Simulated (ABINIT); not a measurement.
Records of electronic-structure calculations.

## LiHF2 (C2/m): a self-consistent loop beyond G0W0, cycle by cycle

Symmetry: C2/m, No. 12, monoclinic system. The conventional cell has a = 5.095 Å, b = 3.070 Å, c = 4.903 Å, α = 90.00°, β = 121.02°, γ = 90.00°. Li has 6 F at 2.00 to 2.04 Å nearest. H has 2 F at 1.14 Å nearest. F has 1 H at 1.14 Å and 3 Li at 2.00 to 2.04 Å nearest. Farther neighbours, and contacts between anions beyond the nearest, are not listed.

```yaml
method: RPA screening on PBEsol, plane waves, norm-conserving pseudopotentials (and 3 further levels or steps)
program: ABINIT 10.8.3
settings: cutoff 36 Ha, PseudoDojo scalar-relativistic 0.4.1 standard, norm-conserving, ngkpt (4, 4, 2), nband 30, ecuteps 3.9 Ha, inclvkb 2, shiftk (0, 0, 0), frequency ppm, 4×4×2 k-mesh
cost: 6 runs, 1.9 min in all on 4 MPI ranks of Intel Xeon Platinum 8259CL at 2.50GHz (Skylake/Cascade Lake), shared host
notes: The program’s warnings: nkpt*nsppol () is not a multiple of nproc spkpt (). The cell and positions are those that the Materials Project relaxed with its own functionals (PBE, PBE+U or r2SCAN), kept fixed. The first cycle of evGW0 takes the full correction, without the factor Z, so it overshoots the one-shot value. The 4×4×2 mesh is coarse for this cell, which bears on the long-range parts of exchange and screening.
g0w0: 12.639 eV
evgw0_cycle_1: 13.283 eV
evgw0_cycle_2: 13.237 eV
evgw0_cycle_3: 13.229 eV
known_limits: short of the basis limit; coarse k mesh
```

Only the bands that the input lists are updated; the higher empty ones keep the functional's energies. evGW0 ends at 13.23 eV, +0.59 eV from G0W0, after 3 cycles that took 96 s beside the first screening; the last moved the gap by 0.008 eV.

[Long decimals in the printed logs are rounded to 6 places.]

[Logs are printed without paths, hosts, clocks, repeated set-up lines and the standing remarks that a program may print on its own settings, such as how far it seeks lower states.]

[Paths, hosts, dates, memory and timing lines, banners, echoed tables and standing remarks are left out of the program output; an Ansatz launch command may be rebuilt from the run's recorded settings. Measured values are a selection of at most five: reports struck by readers or far from the other reports are left out. None is set beside runs whose start may be inverted or whose files or cutoffs have a known fault.]

[Runs of the session that timed out or met a known fault of the program may be left out.]

[Hosts, paths, dates, database ids (printed as entryN), source tags and the programs' standing remarks are cut or masked in the printed files.]

[G0W0 gaps are taken among the corrected bands and points alone; a level outside them can change the order at an edge.]

[Where Ansatz stands beside ABINIT at settings called matched, ABINIT's density can come from a denser mesh and the files from another edition; pairs whose starting gaps differed by over 0.03 eV were left out, so agreement reads better than it is.]
